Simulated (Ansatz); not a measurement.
# 1T-CrSSe monolayer in a perpendicular field, part 2 of 2

Wanted: the out-of-plane response of the 1T-CrSSe monolayer. A positive field points along +c.

Ansatz 0.2.0; plane-wave DFT, PBE-D3(BJ), Ansatz PAW (set soft_1); PAW set soft_1.

So far. Step 2 (Relaxation): The lattice constant a goes from 3.125 to 3.336 Å.

### 3. Atoms held, field 0

A sawtooth potential applies the field, turning back in the middle of the vacuum. With the dipole correction the typed value is the field outside the slab. The induced dipole is small, so the SCF threshold is tight.

The cell differs from the one that the last finished run ended in (c 37.248 → 20.877 Å).

input.yaml

```yaml
crystal:
  lattice:
    - [3.3356934444, 0.0, 0.0]
    - [-1.6678467222, 2.8887952621, 0.0]
    - [0.0, 0.0, 20.8770034243]
  atoms:
    - { symbol: Se, position: [0.6666666667, 0.3333333333, 0.4310963512], spin: -0.17 }
    - { symbol: Cr, position: [0.0, 0.0, 0.5084421208], spin: 2.17 }
    - { symbol: S, position: [0.3333333333, 0.6666666667, 0.5689036488], spin: -0.1 }
magnetization:
  spin_polarized: true
kpoints:
  mp_grid: { grid: [18, 18, 1] }
  band_path:
    path: [[0, 0, 0], [0.5, 0, 0], [0.33333333, 0.33333333, 0], [0, 0, 0]]
    npoints: 16
hamiltonian:
  xc: pbe
  dispersion: d3bj
  pseudopotentials: { kind: paw, azcp: { folder: soft_1 } }
scf:
  occupations: { method: fermi_dirac, width: 0.02585 }
  convergence: { dr2_threshold: 1.0e-10 }
efield:
  axis: 3
  dipole_correction: true
  ramp_position: 0.97
  ramp_width: 0.06
  amplitude: 0
output:
  dos: { projected: true, e_range: [-6, 5] }
  write_potential: true
  write_density: true
  volumetric_format: npy
  elf: true
```

Run with:

```sh
$ ansatz run input.yaml --threads 2 --pin off --max-ram 3072MiB --backend cpu --events-out ev --progress --plain --runs-dir out
```

Numbers of over 12 decimals in the logs are rounded to 6 here.

Log:

```text
[...]
Crystal: 3 atoms, lattice volume = 201.174 Å³
Basis set: ecut = 420 eV, 3981 PW (Γ)
Bands: 24, of which v1, the nominal top of the filled ones, is band 18 counted from 1 (17 counted from 0)
Symmetry: 6 space group operations
k-points: 37 of 324 (time reversal used)
[...]
Starting moments: Σ|m| = 2.44 μB on 3 of 3 sites
[...]
SCF iter   1: F=—  HF=-9750.931975 eV  |F-HF|=—  |Δ(HF+E_count)|=         —  Δρ=3.50e-2 (↑3.50e-2 ↓1.78e-2)  dr2=5.42e0  dr2_m=2.18e-1  M=1.352 μB ∫|m|=1.689 μB  β_m=1.00  ethr=3.10e-3  p=0.000 e·Å  D=5.98e-7 V/Å  ΔV_dip=-0.00 eV  dr2_dipole=4.93e-4  V_vac-E_F(+/−)=4.97/4.97 eV  ⟨swp⟩=11.1  Hψ=11522  notcnv=0
[...]
efield: sawtooth ramp at fractional position 0.9700 (set: `efield.ramp_position`, or a place that a band, a saddle search or an elastic batch's reference lends), width 0.0600; the density the first Hamiltonian is built on has a dipole p = 0.000 e·Å; the dipole correction subtracts the counter field D = 5.98e-7 V/Å, which shifts the + side's vacuum level by -0.00 eV against the − side's; the planar-averaged density in the ramp window peaks in size at 6.8e-6 e/Å³
[...]
SCF iter   2: F=—  HF=-9750.590188 eV  |F-HF|=—  |Δ(HF+E_count)|=   3.42e-1  Δρ=2.42e-2 (↑7.21e-3 ↓2.42e-2)  dr2=1.39e0  dr2_m=3.08e-1  M=1.920 μB ∫|m|=2.269 μB  β_m=0.33  ethr=3.10e-3  p=0.002 e·Å  D=1.72e-3 V/Å  ΔV_dip=-0.04 eV  dr2_dipole=1.07e-6  V_vac-E_F(+/−)=4.95/4.99 eV  ⟨swp⟩=3.2  Hψ=3887  notcnv=0  defer=71
density mixer auto → msr1: a metal under ldos (density of states about μ 1.38 of a free-electron gas's, 12 screened modes)
SCF iter   3: F=—  HF=-9750.900697 eV  |F-HF|=—  |Δ(HF+E_count)|=   3.11e-1  Δρ=1.99e-2 (↑1.17e-2 ↓1.99e-2)  dr2=3.43e-1  dr2_m=4.30e-1  M=2.087 μB ∫|m|=2.555 μB  β_m=0.61  ethr=3.10e-3  p=0.002 e·Å  D=1.86e-3 V/Å  ΔV_dip=-0.04 eV  dr2_dipole=5.73e-5  V_vac-E_F(+/−)=5.05/5.09 eV  ⟨swp⟩=2.3  Hψ=2623  notcnv=0  defer=71
[...]
SCF iter  13: F=-9751.190652 eV  HF=-9751.190652 eV  |F-HF|=0.00e0  |Δ(HF+E_count)|=  2.73e-11  Δρ=2.19e-8 (↑2.19e-8 ↓2.17e-8)  dr2=3.43e-12  dr2_m=4.84e-13  M=2.160 μB ∫|m|=2.887 μB  ethr=1.00e-12  p=-0.013 e·Å  D=-1.16e-2 V/Å  ΔV_dip=0.24 eV  dr2_dipole=7.07e-14  V_vac-E_F(+/−)=5.70/5.46 eV  ⟨swp⟩=7.6  Hψ=6669  notcnv=0
SCF 1 converged in 13 iterations: F = -9751.190652 eV  dr2 = 3.43e-12
[...]
NSCF: frozen V_eff on 49 k-points
efield: sawtooth ramp at fractional position 0.9700 (kept from the solve that this one continues, or follows in the run), width 0.0600; the density the first Hamiltonian is built on has a dipole p = -0.013 e·Å; the dipole correction subtracts the counter field D = -1.16e-2 V/Å, which shifts the + side's vacuum level by +0.24 eV against the − side's; the planar-averaged density in the ramp window peaks in size at 6.9e-6 e/Å³
SCF converged after 13 iterations
Magnetization: 2.1597 μB (19.0798 up, 16.9202 down)
Absolute magnetization: 2.8827 μB (∫|ρ↑−ρ↓|, with the PAW one-centre terms)
[...]
Per-site moments (μB) at R_I (Å): [(-0.163329, 1.036710), (2.185681, 0.949847), (-0.092884, 0.949847)]
Free energy (F): -9751.190652 eV
[...]
Internal energy: -9751.185335 eV  (E = F + TS)
E sigma→0 (E₀):  -9751.187994 eV
Entropy (-TS):   -0.005317 eV (-1.772 meV/atom)
Fermi energy:    -1.425597 eV
Dipole field:    D = -0.011581 V/Å  (p = -0.012875 e·Å, saw-weighted, corrected)
Work function:   Φ+ = 5.7010 eV   Φ− = 5.4592 eV
Levels:          The Fermi level and band energies are counted from a zero that moves with the ramp; work functions are not
[...]
--- Band table (eV; the first three rows and the last of 74) ---
  k-point 0 ↑: bands = [... 14 lower, -3.1281, -2.6622, -2.6622, -1.7677, -0.5397, -0.5397, 1.6843, 1.6843, ... 2 higher]
  k-point 1 ↑: bands = [... 14 lower, -3.0622, -2.7063, -2.7008, -1.8226, -0.6424, -0.5403, 1.4642, 1.6387, ... 2 higher]
  k-point 2 ↑: bands = [... 14 lower, -3.0404, -2.7995, -2.7968, -1.9625, -0.8442, -0.5602, 0.9914, 1.5281, ... 2 higher]
  k-point 36 ↓: bands = [... 14 lower, -4.4633, -3.6861, -3.6416, 0.3478, 0.5329, 0.6138, 1.4525, 1.8382, ... 2 higher]
```

Elapsed: 29 s, on 2 threads of Arm Neoverse V2, shared host; peak memory 0.69 GiB; 57 s of CPU time.

In the SCF lines HF is the Harris–Foulkes energy and dr2 the Hartree energy of the density residual, in eV; the loop may stop once dr2 is under the threshold and the program's other checks hold. Hψ counts applications of the Hamiltonian.

Numbers from this step:

```yaml
energy_at_zero_smearing: -9751.1880 eV
total_moment: 2.160 μB
site_moments: -0.1633, 2.186, -0.09288 μB
work_function_upper_face: 5.701 eV
work_function_lower_face: 5.459 eV
dipole_along_the_normal: -0.01287 e·Å
step_between_the_vacuum_levels: 0.2418 eV
```

Running mean over a fixed 2.8 Å (it still follows the layers) of the planar mean; the ramp of the sawtooth is left out. Table of electron's electrostatic potential energy less the Fermi level by z:

z (Å), electron's electrostatic potential energy less the Fermi level (eV) and a bar from the least value:
```
     2.90       5.46 #############################
     3.33       5.46 #############################
     3.77       5.46 #############################
     4.06       5.46 #############################
     4.49       5.46 #############################
     4.93       5.46 #############################
     5.36       5.45 #############################
     5.80       5.43 #############################
     6.09       5.39 #############################
     6.52       5.22 #############################
     6.96       4.56 ###########################
     7.39       3.31 ########################
     7.83       2.00 #####################
     8.26       0.51 ##################
     8.55      -0.50 ###############
     8.99      -2.29 ###########
     9.42      -4.15 #######
     9.86      -5.38 ####
    10.29      -6.24 ##
    10.58      -6.76 #
    11.02      -7.02 
    11.45      -6.17 ##
    11.89      -4.33 ######
    12.32      -2.19 ###########
    12.61      -0.75 ###############
    13.05       1.44 ####################
    13.48       3.54 #########################
    13.92       5.04 ############################
    14.35       5.54 ##############################
    14.79       5.66 ##############################
    15.08       5.68 ##############################
    15.51       5.70 ##############################
    15.95       5.70 ##############################
    16.38       5.70 ##############################
    16.82       5.70 ##############################
    17.11       5.70 ##############################
    17.54       5.70 ##############################
    17.98       5.70 ##############################
```

The density of states has structure finer than the step of the table below, so its rows give means over 0.25 eV, whole bins alone (the curve runs from -6 to 1.99 eV). Peaks (eV: height): total -4.510: 7.74, -4.350: 7.47, -3.130: 8.69, -2.420: 10.1, -0.380: 7.68, -0.100: 5.22, 1.940: 6.33; up -4.510: 5.75, -3.240: 3.18, -3.130: 6.99, -1.310: 3.26, -0.710: 4.50, -0.380: 7.43, -0.100: 5.03; down -4.350: 6.03, -3.770: 2.95, -2.420: 9.05, -2.030: 2.68, 1.310: 2.78, 1.860: 4.59, 1.940: 4.17.

Density of states against energy, zero at the Fermi level; means over each step; values in states/eV a cell:

```tsv
energy (eV)	total	up	down
-5.75	0.184	0.184	0
-5.50	0.653	0.464	0.189
-5.25	0.988	0.535	0.454
-5.00	1.39	0.876	0.517
-4.75	1.62	0.836	0.788
-4.50	4.06	2.48	1.58
-4.25	3.01	0.999	2.01
-4.00	2.24	1.15	1.09
-3.75	1.38	0.429	0.952
-3.50	2.05	1.65	0.398
-3.25	3.69	2.66	1.03
-3.00	4.52	2.82	1.70
-2.75	2.73	0.521	2.21
-2.50	3.91	1.17	2.74
-2.25	2.65	1.30	1.35
-2.00	3.05	1.58	1.47
-1.75	2.64	1.50	1.15
-1.50	2.88	1.71	1.17
-1.25	2.77	1.35	1.42
-1.00	2.10	0.958	1.14
-0.75	3.16	2.74	0.416
-0.50	1.49	1.20	0.289
-0.25	2.35	2.14	0.215
0.00	2.77	2.60	0.164
0.25	1.19	1.07	0.124
0.50	0.924	0.850	0.0746
0.75	1.23	0.677	0.557
1.00	1.03	0.103	0.925
1.25	1.87	0	1.87
1.50	0.824	0.142	0.682
1.75	2.72	1.18	1.54
```

Projected DOS per atom over height of the atomic layer and energy from the Fermi level. Layers: Se Cr S from below.

Ten even steps from '0' (0.03 states/eV) to '9' (2.43 states/eV), each cell a mean:
```
292
030
040
111
110
251
150
152
322
542
432
522
245
345
355
122
323
626
113
112
001
000
```
Columns: height of the atomic layer (Å) from 9 to 11.9 (not evenly spaced); rows upwards: energy from the Fermi level (eV) from -5.96 to 1.96.

Projected DOS per atom, spin up over height of the atomic layer and energy from the Fermi level. Layers: Se Cr S from below.

Ten even steps from '_' (0.00 states/eV) to '@' (1.39 states/eV), each cell a mean:
```
..==::
______
______
::__..
::::..
--@@::
..@@..
..@@--
__--..
==**..
--==::
==--::
::::..
..++--
--%%**
..::::
::::::
++--==
..::--
....::
__....
______
```
Columns: height of the atomic layer (Å) from 9 to 11.9 (not evenly spaced); rows upwards: energy from the Fermi level (eV) from -5.96 to 1.96.

Projected DOS per atom, spin down over height of the atomic layer and energy from the Fermi level. Layers: Se Cr S from below.

Values in states/eV, 22 rows by 3 columns, each cell a mean:
```
0.33 1.74 0.12
0.11 0.84 0.06
0.09 1.09 0.12
0.03 0.37 0.06
0.05 0.03 0.02
0.08 0.05 0.03
0.12 0.08 0.04
0.23 0.10 0.07
0.75 0.16 0.38
0.65 0.17 0.39
0.67 0.20 0.37
0.62 0.25 0.42
0.35 0.82 1.05
0.60 0.45 0.86
0.29 0.21 0.40
0.16 0.14 0.33
0.48 0.19 0.43
0.82 0.28 0.90
0.25 0.17 0.39
0.18 0.11 0.20
0.10 0.06 0.09
0.00 0.00 0.00
```
Columns: height of the atomic layer (Å) from 9 to 11.9 (not evenly spaced); rows upwards: energy from the Fermi level (eV) from -5.96 to 1.96.

Deep bands are left out, so band numbers here count from the lowest band kept and differ from the log's. Electronic bands along the path, in eV, zero at the Fermi level; # counts the bands kept:

```tsv
point	up #6	up #7	up #8	up #9	down #5	down #6	down #7	down #8
Γ	-1.24	-0.34	0.89	0.89	0.71	0.71	1.08	1.08
halfway	-1.43	-0.77	0.10	0.52	-1.15	-0.63	0.98	2.02
M	-1.14	-1.08	-0.52	-0.22	-2.05	-1.07	0.65	2.02
halfway	-2.20	-0.72	-0.38	-0.11	-2.12	-2.09	1.27	2.04
K	-2.54	-0.73	-0.26	-0.10	-2.26	-2.22	1.77	1.96
halfway	-1.31	-0.80	-0.09	0.42	-1.53	-1.10	1.33	1.77
Γ	-1.24	-0.34	0.89	0.89	0.71	0.71	1.08	1.08
```

Spin density in the ca plane at fractional y = 0.000, with atoms of Cr within 0.2 Å of it.

Ten even steps from '0' (0.0 e/Å³) to '9' (3.0 e/Å³), each cell a mean:
```
00000000000000000000001375100000000000000000
00000000000000000000000121000000000000000000
00000000000000000000000000000000000000000000
00000000000000000000000000000000000000000000
00000000000000000000000000000000000000000000
00000000000000000000000000000000000000000000
00000000000000000000000010000000000000000000
00000000000000000000000242100000000000000000
00000000000000000000001597200000000000000000
```
Columns run along c (16.0 Å, from fractional 0.09 to 0.85 of the cell), rows up along a (3.3 Å). Atoms in or near the plane, at fractional coordinates: Cr at (0.51, 0.00).

Valence density in the ca plane at fractional y = 0.000, with atoms of Cr within 0.2 Å of it. It is the smooth field of the valence electrons, not physical close to the nuclei.

Ten steps, logarithmic in the rise over the least value, from '0' (0 e/Å³) to '9' (19 e/Å³), each cell a mean:
```
00000000000000000000114798521000000000000000
00000000000000000001112465321100000000000000
00000000000000000011222222222100000000000000
00000000000000000112222111222210000000000000
00000000000000000122222111222210000000000000
00000000000000000112221112222110000000000000
00000000000000000011122343221100000000000000
00000000000000000001113687421000000000000000
00000000000000000000114899621000000000000000
```
Columns run along c (16.0 Å, from fractional 0.09 to 0.85 of the cell), rows up along a (3.3 Å). Atoms in or near the plane, at fractional coordinates: Cr at (0.51, 0.00).

Electrostatic potential energy in the ca plane at fractional y = 0.000, with atoms of Cr within 0.2 Å of it. With pseudopotentials it is smooth inside the atoms' cores, unlike the true potential.

Ten even steps from '0' (-27 eV) to '9' (4 eV), each cell a mean:
```
99999999999999998730000589999999999999999999
99999999999999988862003789999999999999999999
99999999999999877776557788999999999999999999
99999999999999865678887767899999999999999999
99999999999999765678888767899999999999999999
99999999999999876777777778999999999999999999
99999999999999988874225789999999999999999999
99999999999999998740001689999999999999999999
99999999999999999720000489999999999999999999
```
Columns run along c (16.0 Å, from fractional 0.16 to 0.92 of the cell; values clipped at the 3rd and 97th percentile), rows up along a (3.3 Å). Atoms in or near the plane, at fractional coordinates: Cr at (0.51, 0.00).

The work function of the upper face is 5.70 eV.

### 4. Atoms held, field 0.1 V/Å

input.yaml, as its differences from that of step 3:

```diff
@@ -26,7 +26,6 @@
   dipole_correction: true
-  ramp_position: 0.97
-  ramp_width: 0.06
-  amplitude: 0
+  ramp_position: 0.9401
+  ramp_width: 0.1126
+  amplitude: 0.1
 output:
-  dos: { projected: true, e_range: [-6, 5] }
   write_potential: true
@@ -34,2 +33 @@
   volumetric_format: npy
-  elf: true
```

Log:

```text
[...]
Crystal: 3 atoms, lattice volume = 201.174 Å³
Basis set: ecut = 420 eV, 3981 PW (Γ)
Bands: 24, of which v1, the nominal top of the filled ones, is band 18 counted from 1 (17 counted from 0)
Symmetry: 6 space group operations
k-points: 37 of 324 (time reversal used)
[...]
Starting moments: Σ|m| = 2.44 μB on 3 of 3 sites
[...]
k-point 1 ↑: bands = [... 14 lower, -3.0715, -2.7061, -2.7002, -1.8127, -0.6418, -0.5404, 1.4644, 1.6389, ... 2 higher]
  k-point 2 ↑: bands = [... 14 lower, -3.0433, -2.8030, -2.7990, -1.9550, -0.8421, -0.5604, 0.9922, 1.5283, ... 2 higher]
  k-point 36 ↓: bands = [... 14 lower, -4.4621, -3.6947, -3.6321, 0.3479, 0.5317, 0.6122, 1.4532, 1.8414, ... 2 higher]
[key lines of the parts left out:]
SCF converged after 13 iterations
Magnetization: 2.1596 μB (19.0798 up, 16.9202 down)
Free energy (F): -9751.190705 eV
Fermi energy:    -1.425367 eV
Dipole field:    D = 0.012540 V/Å  (p = 0.013942 e·Å, saw-weighted, corrected)
```

It took 29 s on 2 threads; peak memory 0.69 GiB.

The dipole is 0.0139 e·Å, 0.0268 e·Å from its value without field.

### 5. Atoms held, field -0.1 V/Å

input.yaml, as its differences from that of step 4:

```diff
@@ -28,3 +28,3 @@
   ramp_width: 0.1126
-  amplitude: 0.1
+  amplitude: -0.1
 output:
```

Log:

```text
[...]
Crystal: 3 atoms, lattice volume = 201.174 Å³
Basis set: ecut = 420 eV, 3981 PW (Γ)
Bands: 24, of which v1, the nominal top of the filled ones, is band 18 counted from 1 (17 counted from 0)
Symmetry: 6 space group operations
k-points: 37 of 324 (time reversal used)
[...]
Starting moments: Σ|m| = 2.44 μB on 3 of 3 sites
[...]
k-point 1 ↑: bands = [... 14 lower, -3.0521, -2.7055, -2.7006, -1.8316, -0.6421, -0.5393, 1.4648, 1.6394, ... 2 higher]
  k-point 2 ↑: bands = [... 14 lower, -3.0368, -2.7991, -2.7896, -1.9693, -0.8455, -0.5591, 0.9914, 1.5287, ... 2 higher]
  k-point 36 ↓: bands = [... 14 lower, -4.4636, -3.6765, -3.6502, 0.3487, 0.5349, 0.6163, 1.4528, 1.8359, ... 2 higher]
[key lines of the parts left out:]
SCF converged after 13 iterations
Magnetization: 2.1597 μB (19.0798 up, 16.9202 down)
Free energy (F): -9751.193280 eV
Fermi energy:    -1.424916 eV
Dipole field:    D = -0.035686 V/Å  (p = -0.039675 e·Å, saw-weighted, corrected)
```

It took 29 s on 2 threads; peak memory 0.69 GiB.

The dipole is -0.0397 e·Å, -0.0268 e·Å from its value without field.

### 6. Response, atoms held

This step: plane-wave DFT, PBE-D3(BJ), Ansatz PAW (set soft_1); response to a field along the normal, atoms held; PAW set soft_1 (Ansatz 0.2.0).

The dipoles give the slope, and the difference of two potentials shows where the field is screened.

This step gave:

- equivalent conductor thickness p/(ε₀AE): 5.034 Å
- distance between the outer atoms: 2.877 Å

Table of dipole of the cell by applied field:

```tsv
applied field (V/Å)	dipole of the cell (e·Å)
-0.1000	-0.0397
0.0000	-0.0129
0.1000	0.0139
```

The total moment stays at 2.16 μB for applied field from -0.1 to 0.1 V/Å.

Local field over the applied field, running mean. From the potentials at -0.1 and 0.1 V/Å; running mean over 2.5 Å. The local field over applied field by z:

z (Å), local field over applied field and a bar:
```
     4.06      0.999 ##############################
     4.35      0.999 ##############################
     4.78      0.997 ##############################
     5.07      0.994 ##############################
     5.51      0.986 ##############################
     5.80      0.974 #############################
     6.09      0.953 #############################
     6.52      0.896 ###########################
     6.81      0.834 #########################
     7.10      0.751 ######################
     7.54      0.606 ##################
     7.83      0.504 ###############
     8.26      0.348 ##########
     8.55      0.250 #######
     8.84      0.167 ####
     9.28      0.085 ##
     9.57      0.056 #
     9.86      0.039 
    10.29      0.027 
    10.58      0.030 
    11.02      0.049 #
    11.31      0.073 #
    11.60      0.112 ###
    12.03      0.209 ######
    12.32      0.298 ########
    12.61      0.398 ###########
    13.05      0.554 ################
    13.34      0.657 ###################
    13.77      0.799 ########################
    14.06      0.873 ##########################
    14.35      0.925 ############################
    14.79      0.969 #############################
    15.08      0.983 #############################
    15.37      0.991 ##############################
    15.80      0.997 ##############################
    16.09      0.998 ##############################
    16.53      0.999 ##############################
    16.82      1.000 ##############################
```

Electrons, planar mean, per unit field. The induced electron density by z:

```tsv
z (Å)	induced electron density (e/Å³ per V/Å)
4.06	2.3e-6
4.35	4.6e-6
4.78	1.3e-5
5.07	2.4e-5
5.51	6.5e-5
5.80	1.2e-4
6.09	2.2e-4
6.52	5.3e-4
6.81	9.1e-4
7.10	0.00152
7.54	0.00282
7.83	0.00355
8.26	0.00275
8.55	0.00130
8.84	9.1e-4
9.28	8.1e-4
9.57	4.7e-4
9.86	-6.1e-4
10.29	-5.3e-4
10.58	3.7e-4
11.02	3.9e-4
11.31	-3.6e-4
11.60	-7.6e-4
12.03	-6.2e-4
12.32	-0.00204
12.61	-0.00359
13.05	-0.00343
13.34	-0.00241
13.77	-0.00114
14.06	-6.5e-4
14.35	-3.6e-4
14.79	-1.4e-4
15.08	-7.2e-5
15.37	-3.7e-5
15.80	-1.3e-5
16.09	-6.6e-6
16.53	-2.3e-6
16.82	-1.1e-6
```

By hand: between -0.1 and 0.1 V/Å the dipole changes by 0.05362 e·Å, a slope of 0.2681 e·Å²/V. A perfect conductor of thickness t has p = ε₀AEt, so t = 180.95 × 0.2681 / 9.636 = 5.03 Å (e/ε₀ = 180.95 V·Å, A in Å²).

The induced dipole is that of a conductor 5.03 Å thick.

### 7. Outcome

- gap without field: none
- work function, upper face: 5.70 eV
- step between the vacuum levels: 0.242 eV
- equivalent conductor thickness, atoms held: 5.03 Å

What this shows: The induced dipole equals that of a perfect conductor 5.03 Å thick, while the outer atoms lie 2.88 Å apart. The two faces differ: the vacuum level above lies 0.24 eV higher than the one below. There is no gap over 0.03 eV, with or without the field. For an open d or f shell that can be the fault of a semilocal functional without a Hubbard term. The magnetic order is the one reached from the typed start; other orders were not compared. Spin-orbit coupling is left out.

[Logs are printed without paths, hosts, clocks, repeated set-up lines and the standing remarks that a program may print on its own settings, such as how far it seeks lower states.]

[Hosts, paths, dates, database ids (printed as entryN), source tags and the programs' standing remarks are cut or masked in the printed files.]

[Maps of the electrostatic potential energy from Ansatz leave out the sawtooth potential of an applied field or a dipole correction, so their vacuum need not be flat; planar profiles and work functions include it.]
